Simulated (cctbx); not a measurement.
# A crystallographic session in cctbx: SrV

Library: cctbx 2025.11. The data are simulated by the first script.

## 1. Simulate the data

run.py:

```python
from cctbx import adptbx, crystal, miller, sgtbx, xray
from cctbx.array_family import flex
from iotbx.shelx import hklf
from scitbx import matrix
import scitbx.random

cs = crystal.symmetry(unit_cell=(12.451, 12.451, 12.451, 90, 90, 90), space_group_symbol='Hall: P 2ac 2ab 3')  # P2_13
atoms = [  # label, site, U (iso, or U11 U22 U33 U12 U13 U23 in A^2), occupancy
    ("Sr1", (0.806, 0.806, 0.806), 0.0140, 1),
    ("Sr2", (0.1837, 0.1837, 0.1837), 0.0135, 1),
    ("Sr3", (0.4796, 0.2876, 0.0635), 0.0137, 1),
    ("Sr4", (0.2018, 0.4366, 0.9907), 0.0112, 1),
    ("V1", (0.9457, 0.9457, 0.9457), 0.0139, 1),
    ("V2", (0.5678, 0.5678, 0.5678), 0.0176, 1),
    ("V3", (0.2375, 0.3186, 0.4177), 0.0166, 1),
    ("V4", (0.2429, 0.8129, 0.4288), 0.0144, 1),
]
xs = xray.structure(crystal_symmetry=cs)
for label, site, u, occ in atoms:
    u = adptbx.u_cif_as_u_star(cs.unit_cell(), u) if isinstance(u, tuple) else u
    xs.add_scatterer(xray.scatterer(label, site=site, u=u, occupancy=occ))
xs.set_inelastic_form_factors(1.54184, "sasaki")
xs.show_summary()
p1 = xs.expand_to_p1()
ms = miller.build_set(p1, anomalous_flag=True, d_min=0.83)
flex.set_random_seed(289219)
scitbx.random.set_random_seed(289219)
ms = ms.select(flex.random_double(ms.size()) < 0.8)
i = ms.structure_factors_from_scatterers(p1, algorithm="direct").f_calc().as_intensity_array().data()
law = matrix.sqr((0, -1, 0, -1, 0, 0, 0, 0, -1))
mate = flex.miller_index([tuple(matrix.row(h) * law) for h in ms.indices()])
i2 = ms.customized_copy(indices=mate).structure_factors_from_scatterers(p1, algorithm="direct").f_calc().as_intensity_array().data()
i = (1 - 0.4) * i + 0.4 * i2
i = i / flex.sqrt(1 + 0.1 * i / flex.max(i))  # extinction
i = i * 20000 / flex.max(i)
sig = flex.sqrt(i + flex.pow2(0.06 * i) + 2 ** 2)
noise = scitbx.random.variate(scitbx.random.normal_distribution())(i.size())
data = ms.array(data=i + sig * noise, sigmas=sig).set_observation_type_xray_intensity()
with open("data.hkl", "w") as f:
    data.export_as_shelx_hklf(f)
print("reflections written:", data.size(), " <I/sigma> = %.1f" % flex.mean(data.data() / data.sigmas()))
for h, a, b in list(data.sort("data"))[:12]:
    print("%4d%4d%4d %9.1f %7.1f" % (h + (a, b)))
```

```console
$ python run.py
```

```text
Number of scatterers: 8
At special positions: 4
Unit cell: (12.451, 12.451, 12.451, 90, 90, 90)
Space group: P 21 3 (No. 198)
reflections written: 11319  <I/sigma> = 13.0
   0   0  -8   20644.1  1208.3
   8   0   0   20159.2  1208.3
   0   8   0   20061.5  1208.3
  -8   0   0   19712.9  1208.3
   0   0  -4   16148.6   923.7
   0  -4   0   16144.7   923.7
   4   0   0   15277.6   923.7
   0   4   0   14566.0   923.7
  -4   0   1   13966.4   782.9
   0   0   4   13850.0   923.7
  -4   0  -1   13835.0   782.9
  -4  -1   0   13679.6   757.8
```

Run time: 0.37 s on 1 thread of Arm Neoverse V2, with other jobs on the host, peak memory 0.07 GiB.

## 2. Symmetry

run.py:

```python
from cctbx import crystal, sgtbx, statistics
from cctbx.array_family import flex
from iotbx.shelx import hklf

p1 = crystal.symmetry(unit_cell=(12.451, 12.451, 12.451, 90, 90, 90), space_group_symbol="P 1")
raw = hklf.reader(file_name="data.hkl").as_miller_arrays(crystal_symmetry=p1, anomalous=True)[0]
print(raw.size(), "reflections to d = %.3f A" % raw.d_min())
isig = raw.data() / raw.sigmas()
print("centring   violations  <I/sigma> of those")
best = "P"
for c in "ABCIRF":
    a = raw.customized_copy(space_group_info=sgtbx.space_group_info("Hall: %s 1" % c)).sys_absent_flags().data()
    m = flex.mean(isig.select(a))
    print("%5s %10d of %5d %8.1f" % (c, (isig.select(a) > 4).count(True), a.count(True), m))
    if (isig.select(a) > 4).count(True) < 0.01 * a.count(True):
        best = c
raw = raw.select(~raw.customized_copy(space_group_info=sgtbx.space_group_info("Hall: %s 1" % best)).sys_absent_flags().data())
isig = raw.data() / raw.sigmas()
rows = []
for s in sgtbx.space_group_symbol_iterator():
    g = sgtbx.space_group(s)
    if g.conventional_centring_type_symbol() != best or not g.is_compatible_unit_cell(p1.unit_cell(), 1e-3, 0.02):
        continue
    rows.append((s, g))
print("Laue class    unique    Rint  (classes that these axes allow; Friedel mates merged)")
rint = {}
for s, g in rows:
    laue = g.build_derived_patterson_group()
    key = laue.type().hall_symbol()
    if key not in rint:
        m = raw.customized_copy(space_group_info=laue.info(), anomalous_flag=False).merge_equivalents()
        rint[key] = m.r_int()
        print("%-14s %6d %7.3f" % (laue.type().lookup_symbol(), m.array().size(), m.r_int()))
floor = min(rint.values())
good = [(s, g) for s, g in rows if rint[g.build_derived_patterson_group().type().hall_symbol()] < 2 * floor + 0.03]
top = max(g.build_derived_patterson_group().order_z() for s, g in good)
print("space group    extra absences  I>4sigma  <I/sigma>")
for s, g in good:
    laue = g.build_derived_patterson_group()
    if laue.order_z() != top:
        continue
    a = raw.customized_copy(space_group_info=g.info()).sys_absent_flags().data()
    a &= ~raw.customized_copy(space_group_info=laue.info()).sys_absent_flags().data()
    bad = (isig.select(a) > 4).count(True)
    if bad <= 0.03 * a.count(True):
        print("%-16s %8d %10d %9s  %s" % (s.universal_hermann_mauguin(), a.count(True), bad, "%.1f" % flex.mean(isig.select(a)) if a.count(True) else "-", "centric" if g.is_centric() else "acentric"))
laue = max(good, key=lambda t: t[1].build_derived_patterson_group().order_z())[1].build_derived_patterson_group()
f = raw.customized_copy(space_group_info=laue.info(), anomalous_flag=False).merge_equivalents().array().eliminate_sys_absent().f_sq_as_f()
f.set_observation_type_xray_amplitude()
bins = max(3, min(8, f.size() // 12))
f.setup_binner(n_bins=bins)
w = statistics.wilson_plot(f, {e: n / laue.order_z() for e, n in {'Sr': 32.0, 'V': 32.0}.items()}, e_statistics=True)
print("Wilson B = %.2f A^2   <|E^2-1|> = %.3f (0.968 centric, 0.736 acentric)   E^2>4: %.1f %%" % (w.wilson_b, w.mean_e_sq_minus_1, w.percent_e_sq_gt_2))
print("shell (A)         n   <I/sigma>")
m = raw.customized_copy(space_group_info=laue.info(), anomalous_flag=False).merge_equivalents().array().eliminate_sys_absent()
for b in m.setup_binner(n_bins=bins).range_used():
    sel = m.binner().selection(b)
    print("%5.2f - %4.2f %6d %8.1f" % (min(m.binner().bin_d_range(b)[0] if m.binner().bin_d_range(b)[0] > 0 else 99, 99), m.binner().bin_d_range(b)[1], sel.count(True), flex.mean((m.data() / m.sigmas()).select(sel))))
```

```console
$ python run.py
```

```text
11319 reflections to d = 0.830 A
centring   violations  <I/sigma> of those
    A       5552 of  5661     13.1
    B       5519 of  5622     13.2
    C       5587 of  5699     13.1
    I       5625 of  5728     13.0
    R       7445 of  7567     13.0
    F       8329 of  8491     13.2
Laue class    unique    Rint  (classes that these axes allow; Friedel mates merged)
P -1             6790   0.043
P 1 2/m 1        3704   0.048
P 1 1 2/m        3702   0.048
P 2/m 1 1        3700   0.049
P m m m          2044   0.052
P 4/m            1868   0.105
P 4/m m m        1091   0.107
R -3 :R          2362   0.051
R -3 m :R        1310   0.106
P m -3            687   0.055
P m -3 m          412   0.108
space group    extra absences  I>4sigma  <I/sigma>
P 4 3 2                 0          0         -  acentric
P 42 3 2               35          0       0.2  acentric
P -4 3 m                0          0         -  acentric
P m -3 m                0          0         -  centric
Wilson B = 1.20 A^2   <|E^2-1|> = 0.649 (0.968 centric, 0.736 acentric)   E^2>4: 0.0 %
shell (A)         n   <I/sigma>
12.45 - 1.66     69     38.1
 1.66 - 1.32     55     46.2
 1.32 - 1.15     51     45.0
 1.15 - 1.05     47     46.9
 1.05 - 0.97     49     43.8
 0.97 - 0.91     48     45.2
 0.91 - 0.87     46     35.8
 0.87 - 0.83     47     40.9
```

Time: 0.49 s.

## 3. Refinement

run.py:

```python
import math
from cctbx import adptbx, crystal, maptbx, sgtbx, xray
from cctbx.array_family import flex
from cctbx.xray import observations
from iotbx.shelx import hklf
from scitbx.lstbx import normal_eqns_solving
from smtbx import absolute_structure, utils
from smtbx.refinement import constraints, least_squares

cs = crystal.symmetry(unit_cell=(12.451, 12.451, 12.451, 90, 90, 90), space_group_symbol='Hall: P 2ac 2ab 3')  # P2_13
atoms = [  # label, site, U (iso, or U11 U22 U33 U12 U13 U23 in A^2), occupancy
    ("Sr1", (0.806, 0.806, 0.806), 0.0200, 1),
    ("Sr2", (0.1844, 0.1844, 0.1844), 0.0200, 1),
    ("Sr3", (0.482, 0.2855, 0.0653), 0.0200, 1),
    ("Sr4", (0.2033, 0.4368, 0.9901), 0.0200, 1),
    ("V1", (0.9461, 0.9461, 0.9461), 0.0200, 1),
    ("V2", (0.5678, 0.5678, 0.5678), 0.0200, 1),
    ("V3", (0.2387, 0.3192, 0.4163), 0.0200, 1),
    ("V4", (0.242, 0.8156, 0.425), 0.0200, 1),
]
xs = xray.structure(crystal_symmetry=cs)
for label, site, u, occ in atoms:
    u = adptbx.u_cif_as_u_star(cs.unit_cell(), u) if isinstance(u, tuple) else u
    xs.add_scatterer(xray.scatterer(label, site=site, u=u, occupancy=occ))
xs.set_inelastic_form_factors(1.54184, "sasaki")
xs.convert_to_anisotropic()
raw = hklf.reader(file_name="data.hkl").as_miller_arrays(crystal_symmetry=cs, anomalous=True)[0]
merged = raw.eliminate_sys_absent().merge_equivalents()
fo2 = merged.array().set_observation_type_xray_intensity()
print("Rint %.3f, %d unique reflections to %.2f A" % (merged.r_int(), fo2.size(), fo2.d_min()))
for sc in xs.scatterers():
    sc.flags.set_grad_site(True)
    sc.flags.set_grad_u_aniso(sc.flags.use_u_aniso())
    sc.flags.set_grad_u_iso(sc.flags.use_u_iso())
obs = fo2.as_xray_observations()
extra = {}
rep = constraints.reparametrisation(xs, [], utils.connectivity_table(xs), **extra)
ls = least_squares.crystallographic_ls(obs, rep, weighting_scheme=least_squares.mainstream_shelx_weighting(a=0, b=0))
print("cycle     R1     wR2    GooF  max shift (A)")
for cycle in range(8):
    ls.build_up()
    r1, wr2, goof = ls.r1_factor(cutoff_factor=2)[0], ls.wR2(), ls.goof()
    old = xs.sites_cart()
    normal_eqns_solving.levenberg_marquardt_iterations(ls, n_max_iterations=3, tau=1e-06, step_threshold=1e-7)
    big = flex.max((xs.sites_cart() - old).norms())
    print("%4d %7.4f %7.4f %7.3f %9.5f" % (cycle + 1, r1, wr2, goof, big))
    ls.build_up(objective_only=True)
    if abs(ls.wR2() - wr2) < 5e-5 and big < 5e-4:
        break
ls.build_up()
print("final R1 %.4f wR2 %.4f GooF %.3f  parameters %d  data/parameter %.1f" % (ls.r1_factor(cutoff_factor=2)[0], ls.wR2(), ls.goof(), ls.n_parameters, fo2.size() / ls.n_parameters))
cov = ls.covariance_matrix_and_annotations()
su = dict(zip(cov.annotations, (math.sqrt(max(v, 0)) for v in cov.matrix.matrix_packed_u_diagonal())))
a2 = cs.unit_cell().reciprocal_parameters()[0] ** -2
print("atom        x        y        z      Ueq    occ   su(xyz)  su(Uiso or U11)")
for sc in xs.scatterers():
    s = max(su.get(sc.label + k, 0) for k in (".x", ".y", ".z"))
    npd = "" if sc.is_positive_definite_u(cs.unit_cell()) else "  NPD"
    print("%-5s %8.5f %8.5f %8.5f %8.4f %6.3f %8.5f %7.4f%s" % ((sc.label,) + sc.site + (sc.u_iso_or_equiv(cs.unit_cell()), sc.occupancy, s, su.get(sc.label + ".uiso", su.get(sc.label + ".u11", 0) * a2), npd)))
fo = fo2.f_sq_as_f()
fc = fo.structure_factors_from_scatterers(xs, algorithm="direct").f_calc()
diff = fo.f_obs_minus_f_calc(1 / math.sqrt(ls.scale_factor()), fc).average_bijvoet_mates()
m = diff.fft_map(symmetry_flags=maptbx.use_space_group_symmetry, resolution_factor=0.25).apply_volume_scaling()
print("difference map: max %.2f min %.2f rms %.2f" % (m.statistics().max(), m.statistics().min(), m.statistics().sigma()))
peaks = m.peak_search(parameters=maptbx.peak_search_parameters(min_distance_sym_equiv=0.6, max_clusters=6)).all()
near = xs.closest_distances(peaks.sites(), distance_cutoff=4)
sps = cs.special_position_settings(min_distance_sym_equiv=0.5)
for k, (x, h) in enumerate(zip(peaks.sites(), peaks.heights())):
    ss = sps.site_symmetry(x)
    print("Q%-3d %7.4f %7.4f %7.4f %4d %7.2f  %.2f A from %s" % ((k + 1,) + tuple(t % 1 for t in ss.exact_site()) + (ss.multiplicity(), h, near.smallest_distances[k], xs.scatterers()[near.i_seqs[k]].label)))
```

```console
$ python run.py
```

```text
Rint 0.049, 1189 unique reflections to 0.83 A
cycle     R1     wR2    GooF  max shift (A)
   1  0.2185  0.4601  18.287   0.06885
   2  0.1973  0.4186  16.637   0.00365
   3  0.1972  0.4184  16.632   0.00057
   4  0.1972  0.4184  16.632   0.00015
final R1 0.1971 wR2 0.4184 GooF 16.632  parameters 48  data/parameter 24.8
atom        x        y        z      Ueq    occ   su(xyz)  su(Uiso or U11)
Sr1    0.80620  0.80620  0.80620   0.0153  1.000  0.00035  0.0016
Sr2    0.18307  0.18307  0.18307   0.0156  1.000  0.00036  0.0017
Sr3    0.47927  0.28723  0.06371   0.0133  1.000  0.00036  0.0021
Sr4    0.20274  0.43686  0.99059   0.0120  1.000  0.00035  0.0022
V1     0.94609  0.94609  0.94609   0.0097  1.000  0.00064  0.0026
V2     0.56815  0.56815  0.56815   0.0241  1.000  0.00084  0.0035
V3     0.23805  0.31868  0.41809   0.0129  1.000  0.00072  0.0042  NPD
V4     0.24344  0.81220  0.42954   0.0151  1.000  0.00078  0.0041
difference map: max 11.15 min -8.32 rms 2.08
Q1    0.0498  0.4502  0.5498    4   11.31  0.09 A from V1
Q2    0.0337  0.7129  0.5640   12    9.10  0.16 A from Sr3
Q3    0.0433  0.3701  0.1868   12    7.92  1.86 A from Sr3
Q4    0.0581  0.7398  0.1786   12    6.83  1.63 A from Sr4
Q5    0.0669  0.8233  0.8718   12    6.58  1.03 A from V3
Q6    0.1146  0.6874  0.1301   12    6.56  1.56 A from Sr4
```

Time: 0.69 s.

This run holds a fault made on purpose: twinning ignored.

## 4. Refinement (twin law added)

run.py, as its changes from the last script of this kind:

```diff
@@ -35,2 +35,3 @@
-obs = fo2.as_xray_observations()
-extra = {}
+twin = xray.twin_component(sgtbx.rot_mx((0, -1, 0, -1, 0, 0, 0, 0, -1)), 0.2, True)
+obs = observations.customized_copy(fo2.as_xray_observations(), (), (twin,))
+extra = dict(twin_fractions=(twin,))
@@ -60,11 +61 @@
-fo = fo2.f_sq_as_f()
-fc = fo.structure_factors_from_scatterers(xs, algorithm="direct").f_calc()
-diff = fo.f_obs_minus_f_calc(1 / math.sqrt(ls.scale_factor()), fc).average_bijvoet_mates()
-m = diff.fft_map(symmetry_flags=maptbx.use_space_group_symmetry, resolution_factor=0.25).apply_volume_scaling()
-print("difference map: max %.2f min %.2f rms %.2f" % (m.statistics().max(), m.statistics().min(), m.statistics().sigma()))
-peaks = m.peak_search(parameters=maptbx.peak_search_parameters(min_distance_sym_equiv=0.6, max_clusters=6)).all()
-near = xs.closest_distances(peaks.sites(), distance_cutoff=4)
-sps = cs.special_position_settings(min_distance_sym_equiv=0.5)
-for k, (x, h) in enumerate(zip(peaks.sites(), peaks.heights())):
-    ss = sps.site_symmetry(x)
-    print("Q%-3d %7.4f %7.4f %7.4f %4d %7.2f  %.2f A from %s" % ((k + 1,) + tuple(t % 1 for t in ss.exact_site()) + (ss.multiplicity(), h, near.smallest_distances[k], xs.scatterers()[near.i_seqs[k]].label)))
+print("twin fraction %.3f" % twin.value)
```

```console
$ python run.py
```

```text
Rint 0.049, 1189 unique reflections to 0.83 A
cycle     R1     wR2    GooF  max shift (A)
   1  0.1229  0.2949  11.726   0.05905
   2  0.0099  0.0247   0.981   0.00012
   3  0.0096  0.0240   0.954   0.00000
final R1 0.0096 wR2 0.0240 GooF 0.954  parameters 49  data/parameter 24.3
atom        x        y        z      Ueq    occ   su(xyz)  su(Uiso or U11)
Sr1    0.80600  0.80600  0.80600   0.0138  1.000  0.00002  0.0001
Sr2    0.18368  0.18368  0.18368   0.0134  1.000  0.00002  0.0001
Sr3    0.47960  0.28756  0.06348   0.0135  1.000  0.00002  0.0001
Sr4    0.20179  0.43661  0.99070   0.0110  1.000  0.00002  0.0001
V1     0.94567  0.94567  0.94567   0.0138  1.000  0.00004  0.0002
V2     0.56779  0.56779  0.56779   0.0170  1.000  0.00005  0.0002
V3     0.23741  0.31860  0.41766   0.0163  1.000  0.00005  0.0003
V4     0.24284  0.81287  0.42878   0.0142  1.000  0.00005  0.0003
twin fraction 0.400
```

It took 0.64 s on 1 thread of Arm Neoverse V2, on a shared host, peak memory 0.09 GiB.

[Logs are printed without paths, hosts, clocks, repeated set-up lines and the standing remarks that a program may print on its own settings, such as how far it seeks lower states.]
